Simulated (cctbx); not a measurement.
# Accept or mend?

Cell a = 7.1360 Å, b = 4.3480 Å, c = 8.2200 Å, α = 90.00°, β = 90.00°, γ = 90.00°; space group Pnma (no. 62).

The data are simulated with cctbx, not measured: Cu Kα, λ = 1.54184 Å, to d = 0.83 Å, 70 % of the full sphere, strongest reflection 40000 counts, noise from counting, a 4 % proportional error and a noise floor of 15 counts (s.d.); no absorption, and some extinction, which the refinements don't model.

An anisotropic refinement with weights 1/σ² prints:

```text
Rint 0.032, 265 unique reflections to 0.83 A
cycle     R1     wR2    GooF  max shift (A)
   1  0.3046  0.6042  21.049   0.01885
   3  0.2937  0.5604  19.524   0.00010
final R1 0.2937 wR2 0.5604 GooF 19.524  parameters 12  data/parameter 22.1
atom        x        y        z      Ueq    occ   su(xyz)  su(Uiso or U11)
Ge1    0.74030  0.75000  0.11389  -0.0045  1.000  0.00090  0.0042  NPD
Ti1    0.48523  0.75000  0.68507  -0.0009  1.000  0.00187  0.0059  NPD
difference map: max 34.36 min -9.41 rms 2.84
Q1    0.1599  0.2500  0.5597    4   35.65  2.66 A from Ge1
Q2    0.2620  0.2500  0.8955    4   27.46  0.08 A from Ge1
Q3    0.0283  0.2500  0.1830    4   20.40  0.10 A from Ti1
Q4    0.0798  0.7500  0.3614    4    6.60  1.16 A from Ge1
Q5    0.1050  0.7500  0.7509    4    4.59  1.00 A from Ti1
Q6    0.0629  0.7500  0.1351    4    4.37  2.24 A from Ti1
```

**Question.** Can this result stand? If not, what is the likely fault?

Mend it. The fault: an atom left out, Na at (0.3400, 3/4, 0.0607). Against the right model at the same level, R1 goes from 0.0137 to 0.2937 and GooF from 1.00 to 19.52, the top difference peak, 35.6 e/Å³, lies 2.66 Å from Ge1 and Ge1 and Ti1 go non-positive-definite. Q1 is the missing atom. With scattering power missing, scale and phases suffer, so peaks may also grow on the heavy atoms.

The compound is NaTiGe. The right model at the same level gives:

```text
Rint 0.032, 265 unique reflections to 0.83 A
cycle     R1     wR2    GooF  max shift (A)
   1  0.0140  0.0290   1.022   0.00008
   2  0.0137  0.0284   1.000   0.00000
final R1 0.0137 wR2 0.0284 GooF 1.000  parameters 18  data/parameter 14.7
atom        x        y        z      Ueq    occ   su(xyz)  su(Uiso or U11)
Ge1    0.74054  0.75000  0.11174   0.0074  1.000  0.00004  0.0002
Ti1    0.48253  0.75000  0.68459   0.0076  1.000  0.00006  0.0003
Na1    0.33997  0.75000  0.06049   0.0084  1.000  0.00013  0.0005
difference map: max 0.38 min -0.60 rms 0.12
Q1    0.0355  0.7500  0.2720    4    0.38  1.75 A from Ge1
Q2    0.0411  0.5296  0.0748    8    0.28  1.52 A from Ti1
Q3    0.0982  0.9925  0.4038    8    0.26  1.47 A from Ge1
Q4    0.1307  0.5457  0.9646    8    0.26  1.70 A from Ge1
Q5    0.0446  0.0437  0.6184    8    0.26  1.31 A from Na1
Q6    0.1376  0.9941  0.2384    8    0.25  1.47 A from Ti1
```

The model was made for the exercise: a known structure type with other elements put in, its volume estimated, not relaxed; displacement parameters are assumed.

[Middle refinement cycles are left out of these outputs.]

[Logs are printed without paths, hosts, clocks, repeated set-up lines and the standing remarks that a program may print on its own settings, such as how far it seeks lower states.]
